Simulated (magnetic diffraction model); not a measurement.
## Moment size from magnetic intensity in CoIrPb

Space group Pnma (no. 62), a = 6.5940 Å, b = 4.1290 Å, c = 7.5060 Å.

| site | atom | x | y | z |
| --- | --- | --- | --- | --- |
| 4c | Pb | 0.7179 | 3/4 | 0.1010 |
| 4c | Ir | 0.5025 | 3/4 | 0.7074 |
| 4c | Co | 0.3423 | 3/4 | 0.0721 |

The compound is invented for this exercise: a known structure type with other elements, its cell scaled to their sizes and not relaxed.

Only Co is taken to order (form factors of Co2+); orders and moment sizes are assumed, and not adapted to the symmetry. Radiation: neutrons of λ = 2.0775 Å (absorption by Ir left out), 8° to 65°; isotropic B of 0.28 Å² (Pb), 0.24 Å² (Ir) and 0.34 Å² (Co). Simulated constant-wavelength pattern: nuclear and magnetic terms add, the magnetic one as |2.695 fm × Σ f S⊥ exp(2πi Q·r) exp(−B s²)|², summed over all Q at one angle with the factor 1/(sin²θ cos θ). For collinear order S is the moment m, which repeats by lattice and centring translations R with the sign exp(−2πi k·R). Free-ion form factors, Sears's scattering lengths of 1992, no absorption; a label names one of the reflections at its angle. The strongest nuclear line in the range is 100, and lines under 0.2 are left out.

In a first state the assumed order is k = (0 0 1/2), collinear moments along [111], 2.39 μB on Co; signs + at (0.3423, 3/4, 0.0721), − at (0.8423, 3/4, 0.4279), − at (0.6577, 1/4, 0.9279), + at (0.1577, 1/4, 0.5721), with this pattern:

```csv
2θ (°),index,nuclear,magnetic
19.82,(1 0 1/2),0.0,4.9
23.96,(0 0 3/2),0.0,3.5
30.25,(0 1 1/2),0.0,1.9
32.14,(0 0 2),5.2,0.0
33.37,(0 1 1),5.4,0.0
35.49,(1 1 1/2),0.0,6.7
37.14,(1 0 2),18.2,0.0
37.64,(2 0 1/2),0.0,0.6
38.07,(0 1 3/2),0.0,3.2
38.23,(1 1 1),19.9,0.0
40.26,(2 0 1),0.2,0.0
44.33,(2 0 3/2),0.0,2.6
44.69,(1 0 5/2),0.0,0.6
47.55,(2 1 0),0.7,0.0
47.89,(1 1 2),30.1,0.0
48.29,(2 1 1/2),0.0,1.0
```
(The table stops after 16 lines; 14 more lie at higher angle.)

**Question.** Nearer the ordering temperature the line at 35.49° has total intensity 3.2 on the same scale, and all moments have shrunk alike. How large is the Co moment?

The nuclear part, 0.0, stays, so the magnetic part is 3.2 against 6.7. It goes as m², so m = 2.39 × √(3.2/6.7) = 1.65 μB; the value used was 1.67 μB.

[Logs are printed without paths, hosts, clocks, repeated set-up lines and the standing remarks that a program may print on its own settings, such as how far it seeks lower states.]
